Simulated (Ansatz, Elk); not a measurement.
# Bonding as seen by X-rays: Al2CoW2

Structure refinements treat a crystal as free atoms side by side. For a made-up structure of Al2CoW2 (cell and positions from a PBEsol relaxation) the runs below show what the calculated density changes in F(hkl).

Program: Elk 11.2.3 (patched build). Level of theory: DFT, PBE, all-electron APW+lo, Dirac cores, scalar-relativistic bands, static density, no spin. Results are calculated unless marked as measured.

This account leaves out most program logs.

The structure was built from a prototype and need not be the compound's stable phase.

### 1. Starting point

It takes space group Immm (No. 71, orthorhombic). Conventional cell: a = 3.591 Å, b = 5.047 Å, c = 7.640 Å, α = 90.00°, β = 90.00°, γ = 90.00°. W has 6 Al at 2.64 to 2.65 Å and 2 Co at 2.90 Å nearest. Nearest to Co lie 4 Al at 2.23 Å and 4 W at 2.90 Å. Nearest to Al lie 2 Co at 2.23 Å and 2 Al at 2.39 to 2.66 Å and 6 W at 2.64 to 2.65 Å. Farther neighbours are not listed.

### 2. Ground state and structure factors

An all-electron density is needed, since X-rays see the cores too. Task 0 finds the density and task 195 Fourier-transforms it; tshift is off so that phases refer to the origin typed.

Input file elk.in:

```
tasks
  0
  195

xctype
  20

spinpol
  .false.

rgkmax
  7.0

gmaxvr
  14.0

lmaxo
  7

lmaxapw
  8

swidth
  0.002

tshift
  .false.

ramdisk
  .false.

hmaxvr
  5.5

maxscl
  120

epspot
  1e-06

sppath
  './'

avec
  -3.39301270546 4.76890641388 7.21871695412
  3.39301270546 -4.76890641388 7.21871695412
  3.39301270546 4.76890641388 -7.21871695412

atoms
  3
  'W.in'
  2
  0.7018675016 0.2018675016 0.5000000000   0.000000 0.000000 0.000000
  0.2981324984 0.7981324984 0.5000000000   0.000000 0.000000 0.000000
  'Co.in'
  1
  -0.0000000000 0.0000000000 -0.0000000000   0.000000 0.000000 0.000000
  'Al.in'
  2
  0.7367668230 0.5000000000 0.2367668230   0.000000 0.000000 0.000000
  0.2632331770 0.5000000000 0.7632331770   0.000000 0.000000 0.000000

ngridk
  8 8 8
```

Started as:

```bash
$ OMP_NUM_THREADS=4 elk
```

The job ended after 75 s (4 threads of AMD EPYC 7B13 (Zen 3), shared host; peak memory 0.27 GiB).

SFACRHO.OUT:

```text

h k l indices transformed by vhmat matrix:
   1.000000000       0.000000000       0.000000000    
   0.000000000       1.000000000       0.000000000    
   0.000000000       0.000000000       1.000000000    

      h      k      l  multipl.   |H|            Re(F)            Im(F)           |F|

      0      0      0      1   0.0000000       201.00000      0.65181310E-17   201.00000    
      0     -1      1      4  0.78953931      -18.284539     -0.16210057E-14   18.284539    
      1      1     -1      2  0.87040195      -65.979225     -0.16749911E-13   65.979225    
     -1      0      1      4   1.0230796       41.987005     -0.81064130E-14   41.987005    
      1     -1      0      4   1.1363382      -105.13319      0.27557097E-13   105.13319    
      1     -1      1      2   1.3175317       127.98005     -0.83076542E-14   127.98005    
      1      1      0      8   1.4313853       122.61501      0.12968046E-13   122.61501    
     -2     -1      1      4   1.4623855       114.70252      0.12968046E-13   114.70252    
      2      0      0      4   1.5790786      -95.139155      0.26746594E-13   95.139155    
      2      1     -2      4   1.6005908      -90.959961      0.13354290E-13   90.959961    
      1      0      1      8   1.6681072       70.703424     -0.76997771E-14   70.703424    
     -2     -2      2      2   1.7408039       76.274710     -0.62589141E-14   76.274710    
      1     -1     -1      2   1.8518013       147.89267     -0.46608385E-13   147.89267    
      0     -1     -1      8   2.0130922      -16.794301      -0.0000000       16.794301    
     -1      2     -2      4   2.0236481      -11.609928      0.16210057E-14   11.609928    
     -2      0      2      4   2.0461592      -57.672900     -0.56493744E-14   57.672900    
     -1     -2      3      8   2.0731090      -53.783150      0.45388160E-13   53.783150    
     -1     -3      2      8   2.0788609      -20.143326     -0.12968046E-13   20.143326
```

Elk indexes on the primitive cell of elk.in and gives |H| = 4π sin θ/λ in inverse bohr. Below, one row stands for each form hkl of the conventional cell (m members, Friedel mates merged), F is for one primitive cell and the density is static (no thermal factor). Free-atom factors are Waasmaier and Kirfel's, and R is Σm||F|−|F'||/Σm|F|.

```csv
hkl,m,sin θ/λ (Å⁻¹),"abs F, DFT",neutral atoms,diff.
011,4,0.119,18.285,18.515,-0.231
002,2,0.131,65.979,66.608,-0.629
101,4,0.154,41.987,42.023,-0.036
110,4,0.171,105.133,105.468,-0.335
020,2,0.198,127.980,128.284,-0.304
112,8,0.215,122.615,123.069,-0.454
013,4,0.220,114.703,115.165,-0.462
022,4,0.237,95.139,95.674,-0.535
103,4,0.241,90.960,91.424,-0.464
121,8,0.251,70.703,71.113,-0.410
004,2,0.262,76.275,76.712,-0.437
200,2,0.279,147.893,148.714,-0.821
211,8,0.303,16.794,16.678,+0.116
031,4,0.304,11.610,11.502,+0.108
202,4,0.308,57.673,57.557,+0.116
123,8,0.312,53.783,53.739,+0.044
114,8,0.313,20.143,20.089,+0.055
130,4,0.328,94.328,94.337,-0.009
024,4,0.328,39.766,39.850,-0.084
220,4,0.342,107.347,107.433,-0.086
015,4,0.342,90.162,90.297,-0.135
132,8,0.353,98.061,98.129,-0.068
```

### 3. The highest occupied states alone

An energy window below the Fermi level keeps the highest occupied states, to see at which angles they scatter; shallow core shells can lie inside it and anion s states outside. No new self-consistency is needed.

elk.in, as its differences from that of step 2:

```diff
@@ -1,3 +1,2 @@
 tasks
-  0
   195
@@ -40,2 +39,5 @@
 
+wsfac
+  0.023330 0.690830
+
 sppath
```

Started as:

```bash
$ OMP_NUM_THREADS=4 elk
```

Run time: 7.8 s. Hardware: 4 threads; peak memory 0.16 GiB; 13 s of CPU time.

States within 10 eV below the Fermi level hold 26.93 electrons; any levels below the window count with the cores, and a count that is not whole means the window cuts a band. Their amplitudes can exceed the total, where window and core parts have opposite phase:

```csv
hkl,sin θ/λ (Å⁻¹),"abs F, window","abs F, all"
011,0.119,4.987,18.285
002,0.131,4.582,65.979
101,0.154,5.782,41.987
110,0.171,2.728,105.133
020,0.198,6.378,127.980
112,0.215,5.551,122.615
013,0.220,5.278,114.703
022,0.237,3.667,95.139
103,0.241,3.648,90.960
121,0.251,3.854,70.703
```

### 4. Another functional

The difference from free atoms is small, so it is set against the change that PBEsol makes.

elk.in, as its differences from that of step 3:

```diff
@@ -1,2 +1,3 @@
 tasks
+  0
   195
@@ -4,3 +5,3 @@
 xctype
-  20
+  22
 
@@ -39,5 +40,2 @@
 
-wsfac
-  0.023330 0.690830
-
 sppath
```

Started as:

```bash
$ OMP_NUM_THREADS=4 elk
```

Elapsed: 75 s, on 4 threads; peak memory 0.27 GiB.

Against the first run R = 0.01 %; the largest change is -0.029 at 040.

### 5. Basis size

The basis and the expansions that go with it are enlarged, to see whether the differences are converged.

elk.in, as its differences from that of step 4:

```diff
@@ -5,3 +5,3 @@
 xctype
-  22
+  20
 
@@ -11,12 +11,12 @@
 rgkmax
-  7.0
+  8.5
 
 gmaxvr
-  14.0
+  18.0
 
 lmaxo
-  7
+  9
 
 lmaxapw
-  8
+  10
```

Started as:

```bash
$ OMP_NUM_THREADS=4 elk
```

Wall time 2.7 min (4 threads); peak memory 0.44 GiB; 9.6 min of CPU time.

Against the first run R = 0.01 %; the largest change is -0.012 at 321.

### 6. Settings against the effect

```csv
run,R against the first run (%),"R against neutral atoms, low angle (%)",wall time
"PBE, rgkmax 7",0.00,0.46,75 s
PBEsol,0.01,0.46,75 s
rgkmax 8.5 with larger expansions,0.01,0.46,2.7 min
```

### 7. What came out

```
R against neutral atoms, sin θ/λ < 0.3 Å⁻¹ : 0.46 %
R against neutral atoms, 0.3 to 0.73 Å⁻¹   : 0.18 %
```

Independent neutral atoms miss the calculated amplitudes by R = 0.46 % below 0.3 Å⁻¹ and 0.18 % from there to 0.73 Å⁻¹; by shells, 1.06 % below 0.15 Å⁻¹ (2 forms), 0.43 % 0.15 to 0.3 (10 forms), 0.11 % 0.3 to 0.45 (30 forms), 0.20 % above 0.45 (107 forms). Bonding, aspherical density and the tables' own atoms all enter these figures, and the runs don't part them. The largest change of an amplitude is -0.82 electrons, at 200. The window's part falls from 26.9 electrons at the origin to at most 1.58 between 0.45 and 0.73 Å⁻¹, where compact states inside the window still scatter. Below 0.3 Å⁻¹ the changes that finished (PBEsol and rgkmax 8.5 with larger expansions) move F by R = 0.01 % at most, against the 0.46 % that separates it from free atoms. The k-mesh has no finished test. These runs have no spin, though d or f shells may be open. Spin-orbit coupling is left out, which can matter for elements this heavy. Part of the difference isn't bonding: the tables are fits to free atoms and ions calculated by other methods than this functional. Thermal motion, anomalous dispersion and extinction are left out.

[Logs are printed without paths, hosts, clocks, repeated set-up lines and the standing remarks that a program may print on its own settings, such as how far it seeks lower states.]

[Hosts, paths, dates, database ids (printed as entryN), source tags and the programs' standing remarks are cut or masked in the printed files.]
